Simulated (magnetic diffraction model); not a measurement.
## Magnetic neutron pattern of ErBi₂Pd₂

Space group P4/nmm (no. 129, origin choice 1), a = 4.8140 Å, c = 10.4100 Å.

```csv
site,atom,x,y,z
2c,Bi,1/2,0,0.1193
2b,Bi,1/2,1/2,1/2
2c,Er,1/2,0,0.7775
2c,Pd,1/2,0,0.3660
2a,Pd,1/2,1/2,0
```

This is a made-up structure (elements placed in a structure type, unrelaxed), so the numbers test the method and describe no known phase.

Only Er is taken to order (form factors of Er3+); orders and moment sizes are assumed, and not adapted to the symmetry. Radiation: neutrons of λ = 2.567 Å, 8° to 95°; isotropic B of 0.33 Å² (Bi), 0.41 Å² (Er) and 0.41 Å² (Pd). The intensities are simulated: I ∝ L Σ (|F_N|² + |F_M⊥|²) for unpolarised neutrons, with F_M = 2.695 fm/μB × Σ f(s) S exp(2πi Q·r) exp(−B s²) at Q = H ± k (one set where k and −k are equivalent), only the part normal to Q counting and L = 1/(sin²θ cos θ). For collinear order S is the moment m, which repeats by lattice and centring translations R with the sign exp(−2πi k·R). Form factors are spin-only for 3d ions and dipole or tabulated for f ions, scattering lengths are Sears's of 1992, and absorption is left out. A label names one of the reflections at its angle. The strongest nuclear line in the range is 100, and lines under 0.2 are left out.

Assume the order k = (0 0 0), collinear moments along [110], 6.09 μB on Er; signs + at (1/2, 0, 0.7775), + at (0, 1/2, 0.2225).

Predict the pattern, nuclear and magnetic parts apart.

```tsv
2θ (°)	index	nuclear	magnetic
14.16	(0 0 1)	0.6	4.8
28.55	(0 0 2)	7.8	34.6
34.16	(1 0 1)	2.9	61.7
42.59	(1 0 2)	0.0	5.8
43.42	(0 0 3)	3.5	4.0
44.30	(1 1 0)	8.4	15.8
46.74	(1 1 1)	9.9	0.9
53.55	(1 1 2)	94.9	24.5
54.25	(1 0 3)	55.2	26.0
59.10	(0 0 4)	1.6	5.2
63.77	(1 1 3)	0.5	5.5
64.45	(2 0 0)	100.0	7.3
66.36	(2 0 1)	0.1	0.4
68.20	(1 0 4)	7.7	9.4
71.96	(2 0 2)	6.4	12.2
75.00	(2 1 1)	1.6	21.8
76.12	(0 0 5)	0.0	3.0
76.75	(1 1 4)	60.2	10.0
80.36	(2 1 2)	0.0	2.5
80.93	(2 0 3)	5.5	3.0
84.39	(1 0 5)	23.9	6.7
89.11	(2 1 3)	56.4	15.2
92.55	(1 1 5)	1.9	7.4
93.16	(2 0 4)	3.7	6.4
```

The strongest magnetic line in the range is (1 0 1) at 34.16° (61.7). On top of the Lorentz factor, which all lines share, magnetic lines fade with angle because f falls: for Er3+ it is 0.96, 0.86, 0.73 and 0.47 at sin θ/λ = 0.1, 0.2, 0.3 and 0.5 Å⁻¹, while nuclear lengths stay constant. The net moment is 12.18 μB a primitive cell.

[Logs are printed without paths, hosts, clocks, repeated set-up lines and the standing remarks that a program may print on its own settings, such as how far it seeks lower states.]
